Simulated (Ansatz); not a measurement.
Planning a run of Ansatz 0.2.0 on Nb2Sn2O7 (Fd-3m). The input:

```yaml
crystal:
  lattice:
    - [0.0, 5.380295, 5.380295]
    - [5.380295, 0.0, 5.380295]
    - [5.380295, 5.380295, 0.0]
  atoms:
    - { symbol: Nb, position: [0.125, 0.125, 0.125] }
    - { symbol: Nb, position: [0.625, 0.125, 0.125] }
    - { symbol: Nb, position: [0.125, 0.125, 0.625] }
    - { symbol: Nb, position: [0.125, 0.625, 0.125] }
    - { symbol: Sn, position: [0.625, 0.625, 0.125] }
    - { symbol: Sn, position: [0.625, 0.625, 0.625] }
    - { symbol: Sn, position: [0.125, 0.625, 0.625] }
    - { symbol: Sn, position: [0.625, 0.125, 0.625] }
    - { symbol: O, position: [0.061003, 0.438997, 0.061003] }
    - { symbol: O, position: [0.061003, 0.061003, 0.438997] }
    - { symbol: O, position: [0.811003, 0.188997, 0.811003] }
    - { symbol: O, position: [0.061003, 0.438997, 0.438997] }
    - { symbol: O, position: [0.188997, 0.811003, 0.188997] }
    - { symbol: O, position: [0.438997, 0.061003, 0.061003] }
    - { symbol: O, position: [0.188997, 0.188997, 0.811003] }
    - { symbol: O, position: [0.188997, 0.811003, 0.811003] }
    - { symbol: O, position: [0.75, 0.75, 0.75] }
    - { symbol: O, position: [0.811003, 0.188997, 0.188997] }
    - { symbol: O, position: [0.438997, 0.438997, 0.061003] }
    - { symbol: O, position: [0.811003, 0.811003, 0.188997] }
    - { symbol: O, position: [0.5, 0.5, 0.5] }
    - { symbol: O, position: [0.438997, 0.061003, 0.438997] }
kpoints:
  mp_grid: { grid: [2, 2, 2] }
  band_path:
    path:
      - [0.0, 0.0, 0.0]
      - [0.5, 0.0, 0.5]
      - [0.625, 0.25, 0.625]
      - [0.375, 0.375, 0.75]
      - [0.5, 0.5, 0.5]
      - [0.5, 0.25, 0.75]
    npoints: 1
hamiltonian:
  xc: hse06
scf:
  occupations: { method: fermi_dirac, width: 0.02 }
  n_extra_bands: 22
magnetization:
  noncollinear: true
  spin_orbit: true
output:
  eigenvalues: true
```

```sh
ansatz run input.yaml --threads 24 --pin off --max-ram 82944MiB --backend cuda --events-out ev --progress --plain --runs-dir out --devices 1 --max-vram 78GiB
```

How long will it take on 1 × NVIDIA GB200 (shared by 2 runs) with 24 threads of Arm Neoverse V2, shared host, and how much memory?

It took 28 s; on shared hardware allow 14 s to 56 s. Peak host memory was 3.2 GiB. The sizes that set the cost: 6081 plane waves a state, 3 irreducible k points and 21 SCF cycles.

Exact exchange couples every pair of k points and filled bands, so it costs far more than a semilocal run.

[Paths, hosts, dates, memory and timing lines, banners, echoed tables and standing remarks are left out of the program output.]

[Logs are printed without paths, hosts, clocks, repeated set-up lines and the standing remarks that a program may print on its own settings, such as how far it seeks lower states.]

[Runs of the session that timed out or met a known fault of the program may be left out.]

[Cells called generated may have been cut or substituted from an entry of the Crystallography Open Database or the Materials Project.]

[Hosts, paths, dates, database ids (printed as entryN), source tags and the programs' standing remarks are cut or masked in the printed files.]
